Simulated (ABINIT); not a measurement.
**Diamond (Fd-3m, 2 atoms a cell): G0W0 in ABINIT against the bands in the screening**

How does the gap of Diamond (Fd-3m, 2 atoms a cell) converge in the bands in the screening?

Program: ABINIT 10.8.3. Level of theory: PBE and many-body steps on it, plane waves. Results are calculated unless marked as measured.

## Step 1: The structure

Symmetry: Fd-3m, No. 227, cubic system. The conventional cell has a = 3.567 Å, b = 3.567 Å, c = 3.567 Å, α = 90.00°, β = 90.00°, γ = 90.00°. Nearest to C lie 4 C at 1.54 Å.

As a file:

```cif
data_structure
_symmetry_space_group_name_H-M 'P 1'
_symmetry_Int_Tables_number 1
_cell_length_a 2.5221
_cell_length_b 2.5221
_cell_length_c 2.5221
_cell_angle_alpha 60.000
_cell_angle_beta 60.000
_cell_angle_gamma 60.000
_cell_volume 11.34
loop_
_atom_site_label
_atom_site_type_symbol
_atom_site_fract_x
_atom_site_fract_y
_atom_site_fract_z
_atom_site_occupancy
C1 C 0.00000 0.00000 0.00000 1
C2 C 0.25000 0.25000 0.25000 1
```

The cell and positions come from the Crystallography Open Database and are kept as given unless a step says otherwise.

## Step 2: Screening, 8×8×8 mesh, 12 bands, screening to 261.2 eV

This step: ABINIT 10.8.3; RPA screening on PBE, plane waves, norm-conserving pseudopotentials.

The RPA dielectric matrix is built and inverted for each q.

Contents of run.abi:

```
acell 3*1.0 Angstrom
rprim 
  -0.000000000000 1.783370000000 1.783370000000
  1.783370000000 -0.000000000000 1.783370000000
  1.783370000000 1.783370000000 0.000000000000
ntypat 1
znucl 6
natom 2
typat 1 1
xred 
  -0.000000000000 0.000000000000 0.000000000000
  0.250000000000 0.250000000000 0.250000000000
pp_dirpath "pseudos"
pseudos "C.upf"
ecut 37
ngkpt 8 8 8
nshiftk 1
shiftk 0 0 0
kptopt 1
chksymbreak 0
istwfk *1
occopt 1
irdwfk 1
optdriver 3
nband 12
ecuteps 9.6
inclvkb 2
awtr 1
symchi 1
indata_prefix "in"
outdata_prefix "out"
tmpdata_prefix "tmp"
```

On the command line:

```sh
$ OMP_NUM_THREADS=1 mpirun -n 8 abinit run.abi > log
```

What it wrote:

```text
.Version 10.8.3 of ABINIT. v10.8.2 released Aug 2026.

 Symmetries : space group Fd -3 m (#227); Bravais cF (face-center cubic)
[... echo of the input left out ...]
== DATASET  1 ==================================================================
-   mpi_nproc: 8, omp_nthreads: 1 (-1 if OMP is not activated)

--- !DatasetInfo
iteration_state: {dtset: 1, }
dimensions: {natom: 2, nkpt: 29, mband: 12, nsppol: 1, nspinor: 1, nspden: 1, mpw: 869, }
cutoff_energies: {ecut:  37.0, pawecutdg:  -1.0, }
electrons: {nelect:   8.00000000E+00, charge:   0.00000000E+00, occopt:   1.00000000E+00, tsmear:   1.00000000E-02, }

 SCREENING: Calculation of the susceptibility and dielectric matrices

 Based on a program developped by R.W. Godby, V. Olevano, G. Onida, and L. Reining.
 Incorporated in ABINIT by V. Olevano, G.-M. Rignanese, and M. Torrent.
.Using double precision arithmetic ; gwpc =  8

[... cell and pseudopotentials left out ...]
--------------------------------------------------------------------------------

 ==== K-mesh for the wavefunctions ====
 Number of points in the irreducible wedge :    29
[... list of points left out ...]
 Together with 48 symmetry operations and time-reversal symmetry
 yields   512 points in the full Brillouin Zone.

 ==== Q-mesh for the screening function ====
 Number of points in the irreducible wedge :    29
[... list of points left out ...]
 Together with 48 symmetry operations and time-reversal symmetry
 yields   512 points in the full Brillouin Zone.

 setmesh: FFT mesh size selected  =    20x   20x   20
          total number of points  =         8000

 vcoul_init : cutoff-mode = AUXILIARY_FUNCTION
 q-points for optical limit:   1
     1)      0.000010    0.000020    0.000030

- screening: taking advantage of time-reversal symmetry
- Maximum band index for partially occupied states nbvw = 4
- Remaining bands to be divided among processors   nbcw = 8
- Number of bands treated by each node ~1

 Number of electrons calculated from density =    8.0000; Expected =    8.0000
 average of density, n =  0.104505
 r_s =    1.3170
 omega_plasma =   31.1835 [eV]

 calculating chi0 at frequencies [eV] :
  1    0.000000E+00    0.000000E+00
  2    0.000000E+00    3.118352E+01

--------------------------------------------------------------------------------
  q-point number  1        q = ( 0.000000, 0.000000, 0.000000) [r.l.u.]
--------------------------------------------------------------------------------
[... chi0 elements left out ...]
 For q-point:  0.000010 0.000020 0.000030
  dielectric constant =   5.4693
  dielectric constant without local fields =   5.9113

  Average fulfillment of the sum rule on Im[epsilon] for q-point    1 :     19.71  [%]
[... wings left out ...]
  q-point number  2        q = ( 0.125000, 0.000000, 0.000000) [r.l.u.]
--------------------------------------------------------------------------------
[... chi0 elements left out ...]
  Average fulfillment of the sum rule on Im[epsilon] for q-point    2 :     79.43  [%]

 [... 27 further q-points ...]
```

Elapsed: 4.9 s, on 8 MPI ranks of Arm Neoverse V1, shared host; peak memory 0.78 GiB; 39 s of CPU time.

Numbers from this step:

```yaml
eps_infinity_with_local_fields_on_this_mesh_along_the_program_s_q_direction: 5.469
the_same_without_local_fields: 5.911
plasma_frequency: 31.18 eV
plane_waves_in_the_screening_matrix: 113
```

Local fields lower ε∞ by 7 %.

## Step 3: 12 bands

This step: G0W0 on PBE, plane waves, norm-conserving pseudopotentials.

run.abi: that of step 2 with these lines changed.

```diff
@@ -23,8 +23,17 @@
 irdwfk 1
-optdriver 3
-nband 12
+optdriver 4
+nband 56
+gwcalctyp 0
+ecutsigx 37
+symsigma 1
+nkptgw 2
+kptgw 
+  0.0000000000 0.0000000000 0.0000000000
+  0.3750000000 0.3750000000 0.0000000000
+bdgw 
+  2 7
+  3 6
 ecuteps 9.6
-inclvkb 2
-awtr 1
-symchi 1
+irdscr 1
+ppmodel 1
 indata_prefix "in"
```

What it wrote:

```text
.Version 10.8.3 of ABINIT. v10.8.2 released Aug 2026.

 Symmetries : space group Fd -3 m (#227); Bravais cF (face-center cubic)
[... echo of the input left out ...]
== DATASET  1 ==================================================================
-   mpi_nproc: 8, omp_nthreads: 1 (-1 if OMP is not activated)

--- !DatasetInfo
iteration_state: {dtset: 1, }
dimensions: {natom: 2, nkpt: 29, mband: 56, nsppol: 1, nspinor: 1, nspden: 1, mpw: 869, }
cutoff_energies: {ecut:  37.0, pawecutdg:  -1.0, }
electrons: {nelect:   8.00000000E+00, charge:   0.00000000E+00, occopt:   1.00000000E+00, tsmear:   1.00000000E-02, }

 SIGMA: Calculation of the GW corrections

 Based on a program developped by R.W. Godby, V. Olevano, G. Onida, and L. Reining.
 Incorporated in ABINIT by V. Olevano, G.-M. Rignanese, and M. Torrent.
.Using double precision arithmetic ; gwpc =  8

[... cell and pseudopotentials left out ...]
--------------------------------------------------------------------------------

 ==== K-mesh for the wavefunctions ====
 Number of points in the irreducible wedge :    29
[... list of points left out ...]
 Together with 48 symmetry operations and time-reversal symmetry
 yields   512 points in the full Brillouin Zone.

 ==== Q-mesh for screening function ====
 Number of points in the irreducible wedge :    29
[... list of points left out ...]
 Together with 48 symmetry operations and time-reversal symmetry
 yields   512 points in the full Brillouin Zone.

 vcoul_init : cutoff-mode = AUXILIARY_FUNCTION
 q-points for optical limit:   1
     1)      0.000010    0.000020    0.000030
 setmesh: FFT mesh size selected  =    32x   32x   32
          total number of points  =        32768

 Number of electrons calculated from density =    8.0000; Expected =    8.0000
 average of density, n =  0.104505
 r_s =    1.3170
 omega_plasma =   31.1835 [eV]

 === KS Band Gaps ===
  >>>> For spin  1
   Minimum direct gap =   5.6255 [eV], located at k-point      :   0.0000  0.0000  0.0000
   Fundamental gap    =   4.1901 [eV], Top of valence bands at :   0.0000  0.0000  0.0000
                                       Bottom of conduction at :   0.3750  0.3750  0.0000
 SIGMA fundamental parameters:
 PLASMON POLE MODEL  1
 number of plane-waves for SigmaX                  869
 number of plane-waves for SigmaC and W            113
 number of plane-waves for wavefunctions           869
 number of bands                                    56
 number of independent spin polarizations            1
 number of spinorial components                      1
 number of k-points in IBZ                          29
 number of q-points in IBZ                          29
 number of symmetry operations                      48
 number of k-points in BZ                          512
 number of q-points in BZ                          512
 number of frequencies for dSigma/dE                 9
 frequency step for dSigma/dE [eV]                0.25
 number of omega for Sigma on real axis              0
 max omega for Sigma on real axis  [eV]           0.00
 zcut for avoiding poles [eV]                     0.10

 EPSILON^-1 parameters (SCR file):
 dimension of the eps^-1 matrix on file            113
 dimension of the eps^-1 matrix used               113
 number of plane-waves for wavefunctions           869
 number of bands                                    12
 number of q-points in IBZ                          29
 number of frequencies                               2
 number of real frequencies                          1
 number of imag frequencies                          1

 matrix elements of self-energy operator (all in [eV])

 Perturbative Calculation

--- !SelfEnergy_ee
iteration_state: {dtset: 1, }
kpoint     : [   0.000,    0.000,    0.000, ]
spin       : 1
KS_gap     :    5.626
QP_gap     :    7.496
Delta_QP_KS:    1.870
data: !SigmaeeData |
     Band     E0 <VxcDFT>   SigX SigC(E0)      Z dSigC/dE  Sig(E)    E-E0       E
        2  10.293 -16.962 -19.293   1.948   0.832  -0.201 -17.281  -0.318   9.974
        3  10.293 -16.962 -19.293   1.948   0.832  -0.201 -17.281  -0.318   9.974
        4  10.293 -16.962 -19.293   1.948   0.832  -0.201 -17.281  -0.318   9.974
        5  15.918 -15.643  -9.539  -4.242   0.833  -0.200 -14.091   1.552  17.470
        6  15.918 -15.643  -9.539  -4.242   0.833  -0.200 -14.091   1.552  17.470
        7  15.918 -15.643  -9.539  -4.242   0.833  -0.200 -14.091   1.552  17.470

--- !SelfEnergy_ee
iteration_state: {dtset: 1, }
kpoint     : [   0.375,    0.375,    0.000, ]
spin       : 1
KS_gap     :    9.944
QP_gap     :   11.694
Delta_QP_KS:    1.750
data: !SigmaeeData |
     Band     E0 <VxcDFT>   SigX SigC(E0)      Z dSigC/dE  Sig(E)    E-E0       E
        3   4.539 -15.969 -20.469   3.632   0.815  -0.227 -16.676  -0.708   3.831
        4   4.539 -15.969 -20.469   3.632   0.815  -0.227 -16.676  -0.708   3.831
        5  14.483 -14.094  -8.673  -4.186   0.844  -0.185 -13.052   1.042  15.525
        6  17.096 -13.238  -7.304  -4.710   0.844  -0.184 -12.204   1.034  18.130

== END DATASET(S) ==============================================================
================================================================================

 -outvars: echo values of variables after computation  --------
           etotal      0.0000000000E+00
            nband          56
             nkpt          29
          spgroup         227
 [... the other variables as echoed above ...]

 Calculation completed.
```

Wall time 4.5 s (8 MPI ranks); peak memory 1 GiB.

Numbers from this step:

* G0W0 gap on the points computed: 5.551 eV
* starting gap on the mesh: 4.190 eV
* k of the valence top: 0, 0, 0
* k of the conduction bottom: 0.375, 0.375, 0
* Z at the valence top: 0.832
* Z at the conduction bottom: 0.844
* least direct G0W0 gap on the computed points: 7.496 eV

## Step 4: Screening, 8×8×8 mesh, 15 bands, screening to 261.2 eV

This step: RPA screening on PBE, plane waves, norm-conserving pseudopotentials.

run.abi: that of step 3 with these lines changed.

```diff
@@ -23,17 +23,8 @@
 irdwfk 1
-optdriver 4
-nband 56
-gwcalctyp 0
-ecutsigx 37
-symsigma 1
-nkptgw 2
-kptgw 
-  0.0000000000 0.0000000000 0.0000000000
-  0.3750000000 0.3750000000 0.0000000000
-bdgw 
-  2 7
-  3 6
+optdriver 3
+nband 15
 ecuteps 9.6
-irdscr 1
-ppmodel 1
+inclvkb 2
+awtr 1
+symchi 1
 indata_prefix "in"
```

What it wrote:

```text
.Version 10.8.3 of ABINIT. v10.8.2 released Aug 2026.

 Symmetries : space group Fd -3 m (#227); Bravais cF (face-center cubic)
[... echo of the input left out ...]
== DATASET  1 ==================================================================
-   mpi_nproc: 8, omp_nthreads: 1 (-1 if OMP is not activated)

--- !DatasetInfo
iteration_state: {dtset: 1, }
dimensions: {natom: 2, nkpt: 29, mband: 15, nsppol: 1, nspinor: 1, nspden: 1, mpw: 869, }
cutoff_energies: {ecut:  37.0, pawecutdg:  -1.0, }
electrons: {nelect:   8.00000000E+00, charge:   0.00000000E+00, occopt:   1.00000000E+00, tsmear:   1.00000000E-02, }

 SCREENING: Calculation of the susceptibility and dielectric matrices

 Based on a program developped by R.W. Godby, V. Olevano, G. Onida, and L. Reining.
 Incorporated in ABINIT by V. Olevano, G.-M. Rignanese, and M. Torrent.
.Using double precision arithmetic ; gwpc =  8

[... cell and pseudopotentials left out ...]
--------------------------------------------------------------------------------

 ==== K-mesh for the wavefunctions ====
 Number of points in the irreducible wedge :    29
[... list of points left out ...]
 Together with 48 symmetry operations and time-reversal symmetry
 yields   512 points in the full Brillouin Zone.

 ==== Q-mesh for the screening function ====
 Number of points in the irreducible wedge :    29
[... list of points left out ...]
 Together with 48 symmetry operations and time-reversal symmetry
 yields   512 points in the full Brillouin Zone.

 setmesh: FFT mesh size selected  =    20x   20x   20
          total number of points  =         8000

 vcoul_init : cutoff-mode = AUXILIARY_FUNCTION
 q-points for optical limit:   1
     1)      0.000010    0.000020    0.000030

- screening: taking advantage of time-reversal symmetry
- Maximum band index for partially occupied states nbvw = 4
- Remaining bands to be divided among processors   nbcw = 11
- Number of bands treated by each node ~1

 Number of electrons calculated from density =    8.0000; Expected =    8.0000
 average of density, n =  0.104505
 r_s =    1.3170
 omega_plasma =   31.1835 [eV]

 calculating chi0 at frequencies [eV] :
  1    0.000000E+00    0.000000E+00
  2    0.000000E+00    3.118352E+01

--------------------------------------------------------------------------------
  q-point number  1        q = ( 0.000000, 0.000000, 0.000000) [r.l.u.]
--------------------------------------------------------------------------------
[... chi0 elements left out ...]
 For q-point:  0.000010 0.000020 0.000030
  dielectric constant =   5.4797
  dielectric constant without local fields =   5.9304

  Average fulfillment of the sum rule on Im[epsilon] for q-point    1 :     29.08  [%]
[... wings left out ...]
  q-point number  2        q = ( 0.125000, 0.000000, 0.000000) [r.l.u.]
--------------------------------------------------------------------------------
[... chi0 elements left out ...]
  Average fulfillment of the sum rule on Im[epsilon] for q-point    2 :     83.98  [%]

 [... 27 further q-points ...]
```

The job ended after 7.8 s (8 MPI ranks; peak memory 0.8 GiB).

Numbers from this step:

```yaml
eps_infinity_with_local_fields_on_this_mesh_along_the_program_s_q_direction: 5.480
the_same_without_local_fields: 5.930
plasma_frequency: 31.18 eV
plane_waves_in_the_screening_matrix: 113
```

## Step 5: 15 bands

The self-energy is evaluated for the states that the input lists, and the levels follow from it, in one-shot runs by the linearised quasiparticle equation.

This step: G0W0 on PBE, plane waves, norm-conserving pseudopotentials.

run.abi: that of step 4 with these lines changed.

```diff
@@ -23,8 +23,17 @@
 irdwfk 1
-optdriver 3
-nband 15
+optdriver 4
+nband 56
+gwcalctyp 0
+ecutsigx 37
+symsigma 1
+nkptgw 2
+kptgw 
+  0.0000000000 0.0000000000 0.0000000000
+  0.3750000000 0.3750000000 0.0000000000
+bdgw 
+  2 7
+  3 6
 ecuteps 9.6
-inclvkb 2
-awtr 1
-symchi 1
+irdscr 1
+ppmodel 1
 indata_prefix "in"
```

What it wrote:

```text
.Version 10.8.3 of ABINIT. v10.8.2 released Aug 2026.

 Symmetries : space group Fd -3 m (#227); Bravais cF (face-center cubic)
[... echo of the input left out ...]
== DATASET  1 ==================================================================
-   mpi_nproc: 8, omp_nthreads: 1 (-1 if OMP is not activated)

--- !DatasetInfo
iteration_state: {dtset: 1, }
dimensions: {natom: 2, nkpt: 29, mband: 56, nsppol: 1, nspinor: 1, nspden: 1, mpw: 869, }
cutoff_energies: {ecut:  37.0, pawecutdg:  -1.0, }
electrons: {nelect:   8.00000000E+00, charge:   0.00000000E+00, occopt:   1.00000000E+00, tsmear:   1.00000000E-02, }

 SIGMA: Calculation of the GW corrections

 Based on a program developped by R.W. Godby, V. Olevano, G. Onida, and L. Reining.
 Incorporated in ABINIT by V. Olevano, G.-M. Rignanese, and M. Torrent.
.Using double precision arithmetic ; gwpc =  8

[... cell and pseudopotentials left out ...]
--------------------------------------------------------------------------------

 ==== K-mesh for the wavefunctions ====
 Number of points in the irreducible wedge :    29
[... list of points left out ...]
 Together with 48 symmetry operations and time-reversal symmetry
 yields   512 points in the full Brillouin Zone.

 ==== Q-mesh for screening function ====
 Number of points in the irreducible wedge :    29
[... list of points left out ...]
 Together with 48 symmetry operations and time-reversal symmetry
 yields   512 points in the full Brillouin Zone.

 vcoul_init : cutoff-mode = AUXILIARY_FUNCTION
 q-points for optical limit:   1
     1)      0.000010    0.000020    0.000030
 setmesh: FFT mesh size selected  =    32x   32x   32
          total number of points  =        32768

 Number of electrons calculated from density =    8.0000; Expected =    8.0000
[...]
number of omega for Sigma on real axis              0
 max omega for Sigma on real axis  [eV]           0.00
 zcut for avoiding poles [eV]                     0.10

 EPSILON^-1 parameters (SCR file):
 dimension of the eps^-1 matrix on file            113
 dimension of the eps^-1 matrix used               113
 number of plane-waves for wavefunctions           869
 number of bands                                    15
 number of q-points in IBZ                          29
 number of frequencies                               2
 number of real frequencies                          1
 number of imag frequencies                          1

 matrix elements of self-energy operator (all in [eV])

 Perturbative Calculation

--- !SelfEnergy_ee
iteration_state: {dtset: 1, }
kpoint     : [   0.000,    0.000,    0.000, ]
spin       : 1
KS_gap     :    5.626
QP_gap     :    7.461
Delta_QP_KS:    1.835
data: !SigmaeeData |
     Band     E0 <VxcDFT>   SigX SigC(E0)      Z dSigC/dE  Sig(E)    E-E0       E
        2  10.293 -16.962 -19.293   1.868   0.832  -0.201 -17.347  -0.385   9.908
        3  10.293 -16.962 -19.293   1.868   0.832  -0.201 -17.347  -0.385   9.908
        4  10.293 -16.962 -19.293   1.868   0.832  -0.201 -17.347  -0.385   9.908
[...]
--- !SelfEnergy_ee
iteration_state: {dtset: 1, }
kpoint     : [   0.375,    0.375,    0.000, ]
spin       : 1
KS_gap     :    9.944
QP_gap     :   11.652
Delta_QP_KS:    1.708
data: !SigmaeeData |
     Band     E0 <VxcDFT>   SigX SigC(E0)      Z dSigC/dE  Sig(E)    E-E0       E
[...]
5  14.483 -14.094  -8.673  -4.310   0.843  -0.186 -13.156   0.938  15.421
        6  17.096 -13.238  -7.304  -4.847   0.845  -0.184 -12.320   0.919  18.015

== END DATASET(S) ==============================================================
================================================================================

 -outvars: echo values of variables after computation  --------
           etotal      0.0000000000E+00
            nband          56
             nkpt          29
          spgroup         227
 [... the other variables as echoed above ...]

 Calculation completed.
```

It took 4.5 s on 8 MPI ranks; peak memory 1 GiB.

Numbers from this step:

```
G0W0 gap on the points computed              : 5.513 eV
starting gap on the mesh                     : 4.190 eV
k of the valence top                         : 0, 0, 0
k of the conduction bottom                   : 0.375, 0.375, 0
Z at the valence top                         : 0.832
Z at the conduction bottom                   : 0.843
least direct G0W0 gap on the computed points : 7.461 eV
```

The gap on the mesh goes from 4.19 eV to 5.51 eV, a correction of +1.32 eV.

(Part 1 of 2 ends here.)

[Paths, hosts, dates, memory and timing lines, banners, echoed tables and standing remarks are left out of the program output.]

[Logs are printed without paths, hosts, clocks, repeated set-up lines and the standing remarks that a program may print on its own settings, such as how far it seeks lower states.]

[Runs of the session that timed out or met a known fault of the program may be left out.]

[No measured gap is set beside runs whose start may be inverted or whose files or cutoffs have a known fault.]

[Hosts, paths, dates, database ids (printed as entryN), source tags and the programs' standing remarks are cut or masked in the printed files.]

[G0W0 gaps are taken among the corrected bands and points alone; a level outside them can change the order at an edge.]

[Where Ansatz stands beside ABINIT at settings called matched, ABINIT's density can come from a denser mesh and the files from another edition; pairs whose starting gaps differed by over 0.03 eV were left out, so agreement reads better than it is.]
